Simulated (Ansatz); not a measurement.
# Lattice dynamics of (AlN)2(GaN)2 [0001] superlattice, started as wurtzite, part 2 of 2

Aim: the vibrations of (AlN)2(GaN)2 [0001] superlattice, started as wurtzite, their spectra, and whether the structure is stable.

Ansatz 0.2.0; DFT LDA, scalar-relativistic, plane waves, PAW.

So far. Step 4 (Tight relaxation): The largest force component left is 0.76 meV/Å and the pressure is -0.003 GPa, within the tolerances set. The cell now holds 10.64 Å³/atom. The relaxed cell has a = 3.120, c = 10.097 Å (conventional setting).

The structure was built from a prototype and need not be the compound's stable phase.

## 5. Zone-centre response

The zone centre is the only wavevector solved here; it holds the modes that light can see, as far as symmetry allows. The response to a homogeneous field gives the Born charges and the dielectric tensor, and its change with displacement the Raman tensors.

input.yaml reads:

```yaml
crystal:
  lattice:
    - [3.1197346043, 0.0, 0.0]
    - [-1.5598673021, 2.7017694204, 0.0]
    - [0.0, 0.0, 10.0972121685]
  atoms:
    - { symbol: Al, position: [0.3333333333, 0.6666666667, 0.0016839804] }
    - { symbol: Al, position: [0.6666666667, 0.3333333333, 0.2456833048] }
    - { symbol: Ga, position: [0.3333333333, 0.6666666667, 0.4965970347] }
    - { symbol: Ga, position: [0.6666666667, 0.3333333333, 0.7523237246] }
    - { symbol: "N", position: [0.3333333333, 0.6666666667, 0.1881245005] }
    - { symbol: "N", position: [0.6666666667, 0.3333333333, 0.432194973] }
    - { symbol: "N", position: [0.3333333333, 0.6666666667, 0.6885611609] }
    - { symbol: "N", position: [0.6666666667, 0.3333333333, 0.9448313211] }
kpoints:
  mp_grid: { grid: [9, 9, 2] }
hamiltonian:
  xc: lda
scf:
  occupations: { method: fixed }
output:
  eigenvalues: true
phonons:
  method: dfpt
  dielectric: true
  rigid_motions: translations
  raman: true
```

Launch:

```
$ ansatz run input.yaml --threads 4 --pin off --max-ram 14336MiB --backend cpu --events-out ev --progress --plain --runs-dir out
```

Numbers of over 12 decimals in the logs are rounded to 6 here.

The log of the run:

```text
[...]
Crystal: 8 atoms, lattice volume = 85.107 Å³
Basis set: ecut = 420 eV, 1653 PW (Γ), exchange–correlation on 48×48×144 points (8 copies of the dense FFT grid, shifted against one another)
Bands: 34, of which v1, the nominal top of the filled ones, is band 26 counted from 1 (25 counted from 0)
Symmetry: 6 space group operations
k-points: 50 of 162 (irreducible under 2 space group operations, time reversal used)
[...]
SCF iter   1: F=—  HF=-9943.893484 eV  |F-HF|=—  |Δ(HF+E_count)|=         —  Δρ=1.15e-2  dr2=1.25e-1  ethr=1.77e-3  ⟨swp⟩=4.6  Hψ=6172  notcnv=0  defer=276
[...]
SCF iter  11: F=-9943.855569 eV  HF=-9943.855569 eV  |F-HF|=7.28e-12  |Δ(HF+E_count)|=  9.09e-11  Δρ=1.02e-7  dr2=1.06e-11  ethr=1.00e-12  ⟨swp⟩=10.8  Hψ=11026  notcnv=0
SCF 1 converged in 11 iterations: F = -9943.855569 eV  dr2 = 1.06e-11
[...]
NSCF: frozen V_eff on 4 k-points
DFPT response loops at Γ: preconditioner auto → Resta (q_TF=auto, 2.513 Å⁻¹)  ε∞=4.5 (no band partly filled); β = 1.00, the filter's whole step (`scf.mixing.beta` (0.50) is not read by the response loops at its default; to damp them type it under 1.00, their step now; it binds the ground state too); Broyden in place of MSR1
── the response to a field inside a basis, on 12×12×4 k-points: an SCF that follows is theirs, and a resumed run solves both again ──
Bands: 27, of which v1, the nominal top of the filled ones, is band 26 counted from 1 (25 counted from 0)
k-points: 156
[...]
Eigensolver: Dense (156 Hₖ)
SCF iter   1: F=—  HF=-9943.796960 eV  |F-HF|=—  |Δ(HF+E_count)|=         —  Δρ=4.42e-4  dr2=4.79e-5  ethr=1.00e-1
[...]
SCF iter   8: F=-9943.796955 eV  HF=-9943.796955 eV  |F-HF|=3.64e-12  |Δ(HF+E_count)|=  2.91e-11  Δρ=1.29e-7  dr2=1.36e-11  ethr=1.00e-12
SCF 1 converged in 8 iterations: F = -9943.796955 eV  dr2 = 1.36e-11
[...]
WARN: field response: ε∞ stands inside a basis, on 12×12×4 points; the force constants stand on the 9×9×2 k-mesh, whose period is 11.22 times the interband length at k = (0.0000, 0.0000, 0.0000), direct gap 2.970 eV, under 14: take them and everything formed from them as unconverged, and compare with a denser kpoints.mp_grid
SCF converged after 11 iterations
Free energy (F): -9943.855569 eV
[...]
Internal energy: -9943.855569 eV  (E = F + TS)
E sigma→0 (E₀):  -9943.855569 eV
Fermi energy:    8.672838 eV
[...]
--- Band table (eV; the first three rows and the last of 50) ---
  k-point 0: bands = [... 22 lower, 8.1575, 8.4941, 8.6728, 8.6728, 11.6425, 13.4757, 14.0909, 14.6267, ... 4 higher]
  k-point 1: bands = [... 22 lower, 8.2084, 8.2084, 8.6556, 8.6556, 12.3657, 12.9758, 13.9476, 14.6628, ... 4 higher]
  k-point 2: bands = [... 22 lower, 7.8469, 7.9470, 8.4017, 8.5373, 12.3726, 14.0875, 14.5467, 15.0877, ... 4 higher]
  k-point 49: bands = [... 22 lower, 6.4136, 6.5422, 7.4043, 7.5566, 14.5303, 14.5933, 15.0066, 15.1804, ... 4 higher]
--- Phonons (Γ-DFPT): 16 representative perturbations + reference, on 50 of 162 k-points (Σ response iterations 56) ---
  k mesh reduced under 2 symmetry operations, with k and −k counted as one. Each operation leaves every solved perturbation unchanged. A smaller set is not considered because the run solves the response to a homogeneous field
  ASR residual: 4.212e-5 → 0.000e0 eV/Å²; symmetrization residual: 7.917e-6 eV/Å²
  ASR residual per site (eV/Å²): 2.00e-5 1.52e-5 1.15e-5 3.81e-5 3.65e-5 4.21e-5 2.17e-5 1.22e-5
  Γ frequencies (cm⁻¹): 0.00 0.00 0.00 119.09 119.09 138.13 138.13 207.89 207.89 262.76 296.24 465.14 577.73 578.68 578.68 586.76 586.76 642.47 642.47 652.51 652.51 709.54 781.27 784.91
  ε∞ (high-frequency dielectric tensor):
        4.976533    -0.000000     0.000000
       -0.000000     4.976533     0.000000
        0.000000     0.000000     5.141862
  ε⁰ (static dielectric tensor: ions relaxed, cell fixed):
        8.822700    -0.000000     0.000000
       -0.000000     8.822700     0.000000
        0.000000     0.000000    10.061178
  ε⁰ − ε∞ (ionic part):
        3.846167    -0.000000     0.000000
       -0.000000     3.846167    -0.000000
        0.000000    -0.000000     4.919316
  softest optical mode at Γ: 119.09 cm⁻¹; the repairs (sum rule, projections) moved no ω² at Γ by more than (2.12 cm⁻¹)²
  Born effective charges Z* (e; rows j = field, columns β = displacement):
    site 0:
         2.52609   -0.00000    0.00000
         0.00000    2.52609    0.00000
         0.00000    0.00000    2.71330
    site 1:
         2.51461    0.00000    0.00000
        -0.00000    2.51461    0.00000
         0.00000    0.00000    3.07566
    site 2:
         2.58473   -0.00000    0.00000
         0.00000    2.58473    0.00000
         0.00000    0.00000    2.64533
    site 3:
         2.58341   -0.00000    0.00000
        -0.00000    2.58341    0.00000
         0.00000    0.00000    2.37408
    site 4:
        -2.53822    0.00000   -0.00000
        -0.00000   -2.53822   -0.00000
        -0.00000   -0.00000   -2.92276
    site 5:
        -2.62930    0.00000   -0.00000
         0.00000   -2.62930   -0.00000
        -0.00000   -0.00000   -2.65395
    site 6:
        -2.56962    0.00000   -0.00000
         0.00000   -2.56962   -0.00000
        -0.00000   -0.00000   -2.48502
    site 7:
        -2.47170    0.00000   -0.00000
        -0.00000   -2.47170   -0.00000
        -0.00000   -0.00000   -2.74664
  Z* charge neutrality: 9.887e-3 e pre-enforcement
  solved inside a basis spanned on kpoints, on 12×12×4 k-points transformed towards the longest dipole: ε∞ is read to err by 2.1e-2, Z* by 1.7e-2 e (field_mesh: kpoints solves on kpoints); Z* is corrected for what the basis lacks
  Raman tensors (in the event stream and the table raman_tensors.tsv): an entry may err by 1.9e-1 Å², one of the second-order susceptibility by 7.6e-2 pm/V (basis, points and sum rule); their sum over the sites missed zero by 5.412e-4 Å² ahead of its enforcement
  optical modes at Γ without the LO–TO term, one row a degenerate level:
      ω (cm⁻¹)  modes    IR ((D/Å)²/amu)  static Raman (Å⁴/amu)  depolarisation
        119.09      2             0.0000                 0.3771           0.750
        138.13      2             0.0154                 1.1543           0.750
        207.89      2             0.0001                 0.4205           0.750
        262.76      1             0.1616                 3.2859           0.097
        296.24      1             0.3762                 1.6745           0.695
        465.14      1             0.5873                 4.1616           0.188
        577.73      1            58.4006                36.8817           0.746
        578.68      2            45.3305                14.3671           0.750
        586.76      2             5.6441                20.5184           0.750
        642.47      2             9.0022                23.4546           0.750
        652.51      2            56.4445                 7.9612           0.750
        709.54      1             0.1480                 1.3267           0.036
        781.27      1             4.5010                10.6357           0.141
        784.91      1             2.6578                 1.2005           0.313
  optical modes at Γ + LO–TO along q̂ = [1.0000, 0.0000, 0.0000]:
      ω (cm⁻¹)  modes    IR ((D/Å)²/amu)  static Raman (Å⁴/amu)  depolarisation
        119.09      1             0.0000                 0.1885           0.750
        119.09      1             0.0000                 0.1886           0.750
        138.13      1             0.0077                 0.5771           0.750
        138.21      1             0.0023                 0.5944           0.750
        207.89      1             0.0000                 0.2102           0.750
        207.89      1             0.0000                 0.2097           0.750
        262.76      1             0.1616                 3.2859           0.097
        296.24      1             0.3762                 1.6745           0.695
        465.14      1             0.5873                 4.1616           0.188
        577.73      1            58.4006                36.8817           0.746
        578.68      1            22.6652                 7.1836           0.750
        585.66      1             0.0193                12.0312           0.750
        586.76      1             2.8221                10.2592           0.750
        606.99      1             1.1003                 0.8403           0.750
        642.47      1             4.5011                11.7273           0.750
        643.92      1             0.0260                12.2803           0.750
        652.51      1            28.2222                 3.9806           0.750
        709.54      1             0.1480                 1.3267           0.036
        781.27      1             4.5010                10.6357           0.141
        784.91      1             2.6578                 1.2005           0.313
        827.52      1            57.0705                12.7511           0.750
  optical modes at Γ + LO–TO along q̂ = [0.0000, 1.0000, 0.0000]:
      ω (cm⁻¹)  modes    IR ((D/Å)²/amu)  static Raman (Å⁴/amu)  depolarisation
        119.09      1             0.0000                 0.1885           0.750
        119.09      1             0.0000                 0.1886           0.750
        138.13      1             0.0077                 0.5771           0.750
        138.21      1             0.0023                 0.5944           0.750
        207.89      1             0.0000                 0.2102           0.750
[...]
optical modes at Γ + LO–TO along q̂ = [0.0000, 0.0000, 1.0000]:
      ω (cm⁻¹)  modes    IR ((D/Å)²/amu)  static Raman (Å⁴/amu)  depolarisation
[...]
207.89      2             0.0001                 0.4205           0.750
        263.42      1             0.0315                 2.9124           0.061
        297.64      1             0.0767                 1.0996           0.664
        466.02      1             0.0474                 3.2173           0.097
        578.68      2            45.3305                14.3671           0.750
        586.76      2             5.6441                20.5184           0.750
        642.47      2             9.0022                23.4546           0.750
        652.51      2            56.4445                 7.9612           0.750
        708.26      1             0.8861                 2.8596           0.125
        731.50      1            15.0541                17.6282           0.568
        783.56      1             0.0444                 8.4684           0.219
        858.32      1            50.6924                21.9280           0.748
```

Wall time 12 min (4 threads of Arm Neoverse V2, shared host); peak memory 3.1 GiB; 46 min of CPU time.

Numbers from this step:

```
sum-rule residual before enforcement                    : 4.21e-5 eV/Å²
miss of the charge sum rule                             : 0.009887 e
estimated error of the dielectric tensor                : 0.02070
estimated error of the Born charges                     : 0.01742 e
point group                                             : 3m
highest optical mode at the zone centre (no LO-TO term) : 784.9 cm⁻¹
lowest optical zone-centre mode                         : 119.1 cm⁻¹
mean high-frequency dielectric constant                 : 5.032
largest Born charge (third of the trace)                : 2.702 e
mean static dielectric constant                         : 9.236
top of the zone-centre spectrum with the field          : 858.3 cm⁻¹
```

Without the LO-TO term. Patterns of degenerate modes are one choice out of their space. The modes at Γ (shares of kinetic energy by element, %):

| mode | frequency (cm⁻¹) | symmetry | Al % | Ga % | N % |
| --- | --- | --- | --- | --- | --- |
| 1 | 0.0 | acoustic | 22 | 56 | 22 |
| 2 | 0.0 | acoustic | 22 | 56 | 22 |
| 3 | 0.0 | acoustic | 22 | 56 | 22 |
| 4 | 119.1 | E | 5 | 80 | 15 |
| 5 | 119.1 | E | 5 | 80 | 15 |
| 6 | 138.1 | E | 45 | 29 | 26 |
| 7 | 138.1 | E | 45 | 29 | 26 |
| 8 | 207.9 | E | 65 | 7 | 29 |
| 9 | 207.9 | E | 65 | 7 | 29 |
| 10 | 262.8 | A1 | 8 | 81 | 11 |
| 11 | 296.2 | A1 | 43 | 33 | 24 |
| 12 | 465.1 | A1 | 68 | 17 | 16 |
| 13 | 577.7 | A1 | 16 | 8 | 76 |
| 14 | 578.7 | E | 0 | 15 | 85 |
| 15 | 578.7 | E | 0 | 15 | 85 |
| 16 | 586.8 | E | 0 | 13 | 87 |
| 17 | 586.8 | E | 0 | 13 | 87 |
| 18 | 642.5 | E | 31 | 0 | 69 |
| 19 | 642.5 | E | 31 | 0 | 69 |
| 20 | 652.5 | E | 33 | 0 | 67 |
| 21 | 652.5 | E | 33 | 0 | 67 |
| 22 | 709.5 | A1 | 1 | 0 | 99 |
| 23 | 781.3 | A1 | 19 | 3 | 77 |
| 24 | 784.9 | A1 | 23 | 3 | 75 |

Displacements in mode 4 (119.1 cm⁻¹), the largest set to 1:
```
Al1  0.02  0.18  0.00
Al2 -0.05 -0.49  0.00
Ga3 -0.08 -0.85  0.00
Ga4  0.09  1.00  0.00
N5  -0.04 -0.43  0.00
N6  -0.07 -0.79  0.00
N7   0.08  0.85  0.00
N8   0.02  0.24  0.00
```

Displacements in mode 17 (586.8 cm⁻¹), the largest set to 1:
```
Al1 -0.02  0.00  0.00
Al2  0.01  0.00  0.00
Ga3  0.08  0.00  0.00
Ga4 -0.18  0.00  0.00
N5   0.04  0.00  0.00
N6  -0.54  0.00  0.00
N7   1.00  0.01  0.00
N8   0.03  0.00  0.00
```

Optical modes at the zone centre, without and with the macroscopic field of the longitudinal modes; each column is sorted by frequency, so a row need not hold one and the same mode. Modes with and without the field, by row:

| rank among optical modes | no field (cm⁻¹) | q along (1, 0, 0) (cm⁻¹) | q along (0, 0, 1) (cm⁻¹) |
| --- | --- | --- | --- |
| 1 | 119.1 | 119.1 | 119.1 |
| 2 | 119.1 | 119.1 | 119.1 |
| 3 | 138.1 | 138.1 | 138.1 |
| 4 | 138.1 | 138.2 | 138.1 |
| 5 | 207.9 | 207.9 | 207.9 |
| 6 | 207.9 | 207.9 | 207.9 |
| 7 | 262.8 | 262.8 | 263.4 |
| 8 | 296.2 | 296.2 | 297.6 |
| 9 | 465.1 | 465.1 | 466 |
| 10 | 577.7 | 577.7 | 578.7 |
| 11 | 578.7 | 578.7 | 578.7 |
| 12 | 578.7 | 585.7 | 586.8 |
| 13 | 586.8 | 586.8 | 586.8 |
| 14 | 586.8 | 607 | 642.5 |
| 15 | 642.5 | 642.5 | 642.5 |
| 16 | 642.5 | 643.9 | 652.5 |
| 17 | 652.5 | 652.5 | 652.5 |
| 18 | 652.5 | 709.5 | 708.3 |
| 19 | 709.5 | 781.3 | 731.5 |
| 20 | 781.3 | 784.9 | 783.6 |
| 21 | 784.9 | 827.5 | 858.3 |

Born charge (rows field, columns displacement) (e), principal values of the symmetric part by kind of site:

| atom | atoms with these values | low | middle | high | mean |
| --- | --- | --- | --- | --- | --- |
| Al1 | 1 | 2.53 | 2.53 | 2.71 | 2.59 |
| Al2 | 1 | 2.51 | 2.51 | 3.08 | 2.70 |
| Ga3 | 1 | 2.58 | 2.58 | 2.65 | 2.60 |
| Ga4 | 1 | 2.37 | 2.58 | 2.58 | 2.51 |
| N5 | 1 | -2.92 | -2.54 | -2.54 | -2.67 |
| N6 | 1 | -2.65 | -2.63 | -2.63 | -2.64 |
| N7 | 1 | -2.57 | -2.57 | -2.48 | -2.54 |
| N8 | 1 | -2.75 | -2.47 | -2.47 | -2.56 |

In full for Ga4:

```
2.58 0.00 0.00
0.00 2.58 0.00
0.00 0.00 2.37
```

High-frequency dielectric tensor:

```
4.98 0.00 0.00
0.00 4.98 0.00
0.00 0.00 5.14
```

Static dielectric tensor (ions relaxed, fixed cell):

```
 8.82  0.00  0.00
 0.00  8.82  0.00
 0.00  0.00 10.06
```

Transverse modes. Infrared lines, with heights relative to the strongest:

| position (cm⁻¹) | relative intensity |
| --- | --- |
| 119 | 0.0 |
| 138 | 0.0 |
| 208 | 0.0 |
| 263 | 0.3 |
| 296 | 0.6 |
| 465 | 1.0 |
| 578 | 100 |
| 579 | 78 |
| 587 | 10 |
| 642 | 15 |
| 652 | 97 |
| 710 | 0.3 |
| 781 | 7.7 |
| 785 | 4.6 |

Activity x (w_L - w)^4 (n + 1)/w, 532 nm, 300 K; modes without the macroscopic field alone. Lines of the Raman spectrum (strongest = 100):

| position (cm⁻¹) | relative intensity |
| --- | --- |
| 119 | 12 |
| 138 | 28 |
| 208 | 5.1 |
| 263 | 27 |
| 296 | 12 |
| 465 | 15 |
| 578 | 100 |
| 579 | 39 |
| 587 | 55 |
| 642 | 55 |
| 652 | 18 |
| 710 | 2.8 |
| 781 | 20 |
| 785 | 2.2 |

Static second-order susceptibility (pm/V), twice the coefficient d of second-harmonic generation. Second order susceptibility, by row:

| field along | xx | yy | zz | yz | xz | xy |
| --- | --- | --- | --- | --- | --- | --- |
| x | 0 | 0 | 0 | 0 | -1.7 | -0.34 |
| y | -0.34 | 0.34 | 0 | -1.7 | 0 | 0 |
| z | -1.7 | -1.7 | -2.11 | 0 | 0 | 0 |

Before it was imposed, the acoustic sum rule was missed by 4.2e-5 eV/Å² and the charge sum rule by 0.0099 e. Small misses are needed for a sound result but don't prove that mesh and cutoff are converged. The lowest optical mode is real, 119 cm⁻¹.

The log warns of the k mesh: “the force constants stand on the 9×9×2 k-mesh, whose period is 11.22 times the interband length at k = (0.0000, 0.0000, 0.0000), direct gap 2.970 eV, under 14: take them and everything formed from them as unconverged”.

## 6. Isotope substitution, element Ga, natural mass 69.723 amu

An isotope changes the mass and not the force constants, so no new electronic calculation is needed; the shifts show which modes move this element.

The same force constants with the mass of Ga changed from 69.723 to 70.925 u (phonopy, no LO-TO term). Both lists are sorted by frequency; levels can cross, so a row need not hold one and the same mode. Modes under 3 cm⁻¹ are left out. Isotope shifts, by row:

| q | rank | natural mass (cm⁻¹) | changed mass (cm⁻¹) |
| --- | --- | --- | --- |
| 0 0 0 | 4 | 119.1 | 118.3 |
| 0 0 0 | 5 | 119.1 | 118.3 |
| 0 0 0 | 6 | 138.1 | 137.8 |
| 0 0 0 | 7 | 138.1 | 137.8 |
| 0 0 0 | 8 | 207.9 | 207.8 |
| 0 0 0 | 9 | 207.9 | 207.8 |
| 0 0 0 | 10 | 262.8 | 260.9 |
| 0 0 0 | 11 | 296.2 | 295.4 |
| 0 0 0 | 12 | 465.1 | 464.5 |
| 0 0 0 | 13 | 577.7 | 577.3 |
| 0 0 0 | 14 | 578.7 | 578 |
| 0 0 0 | 15 | 578.7 | 578 |
| 0 0 0 | 16 | 586.8 | 586.1 |
| 0 0 0 | 17 | 586.8 | 586.1 |
| 0 0 0 | 18 | 642.5 | 642.5 |
| 0 0 0 | 19 | 642.5 | 642.5 |
| 0 0 0 | 20 | 652.5 | 652.5 |
| 0 0 0 | 21 | 652.5 | 652.5 |
| 0 0 0 | 22 | 709.5 | 709.5 |
| 0 0 0 | 23 | 781.3 | 781.1 |
| 0 0 0 | 24 | 784.9 | 784.7 |

A mode of this element alone would shift by -0.85 %. The highest zone-centre frequency without the field goes from 784.9 to 784.7 cm⁻¹ (-0.0 %). The product of the frequency ratios over all optical modes at Γ is 0.964; the product rule, (m/m′)^(3k/2) (M′/M)^(3/2) with k = 2 such atoms and M the mass of the cell, gives 0.964.

## 7. Another isotope, element N, natural mass 14.007 amu

The same for N, from 14.01 to 15.00 u.

A mode of this element alone would shift by -3.37 %. The highest zone-centre frequency without the field goes from 784.9 to 765.4 cm⁻¹ (-2.5 %). The product of the frequency ratios over all optical modes at Γ is 0.679; the product rule, (m/m′)^(3k/2) (M′/M)^(3/2) with k = 4 such atoms and M the mass of the cell, gives 0.679.

## 8. What came out

```yaml
space_group_after_relaxation_within_0p01_a: P3m1
volume_per_atom: 10.6 Å³
gap_on_the_k_mesh: 2.97 eV
highest_optical_mode_at_the_zone_centre_no_lo_to_term: 785 cm⁻¹
top_of_the_zone_centre_spectrum_with_the_field: 858 cm⁻¹
lowest_optical_zone_centre_mode: 119 cm⁻¹
mean_high_frequency_dielectric_constant: 5.03
mean_static_dielectric_constant: 9.24
largest_born_charge_third_of_the_trace: 2.70 e
imaginary_modes_at_gamma_the_only_wavevector_solved: none
```

In words: The structure is stable against zone-centre distortions, since no mode there is imaginary; runs at other wavevectors are not part of this account. Without the field, the optical modes at Γ span 119 to 785 cm⁻¹. The dispersion is not part of this account. The highest mode in this list at Γ, 784.9 cm⁻¹, is mostly motion of N (75 % of the kinetic energy). With the macroscopic field of the longitudinal modes the top of the zone-centre spectrum lies at 858 cm⁻¹, against 785 cm⁻¹ without it. Lattice motion raises the mean dielectric constant from 5.032 to 9.236. The strongest infrared line is at 578 cm⁻¹. Averaged over orientations, the strongest Raman line at 532 nm and 300 K is at 578 cm⁻¹, among the modes without the field; their longitudinal partners can be Raman active too. With the field response the log warns that the k mesh is coarse for the force constants too, so the frequencies may not be converged. The starting cell was built on a prototype and not taken from a measurement, so the phase need not exist. These are harmonic frequencies at zero temperature: anharmonic shifts, linewidths and thermal expansion are left out.

[Logs are printed without paths, hosts, clocks, repeated set-up lines and the standing remarks that a program may print on its own settings, such as how far it seeks lower states.]

[Hosts, paths, dates, database ids (printed as entryN), source tags and the programs' standing remarks are cut or masked in the printed files.]
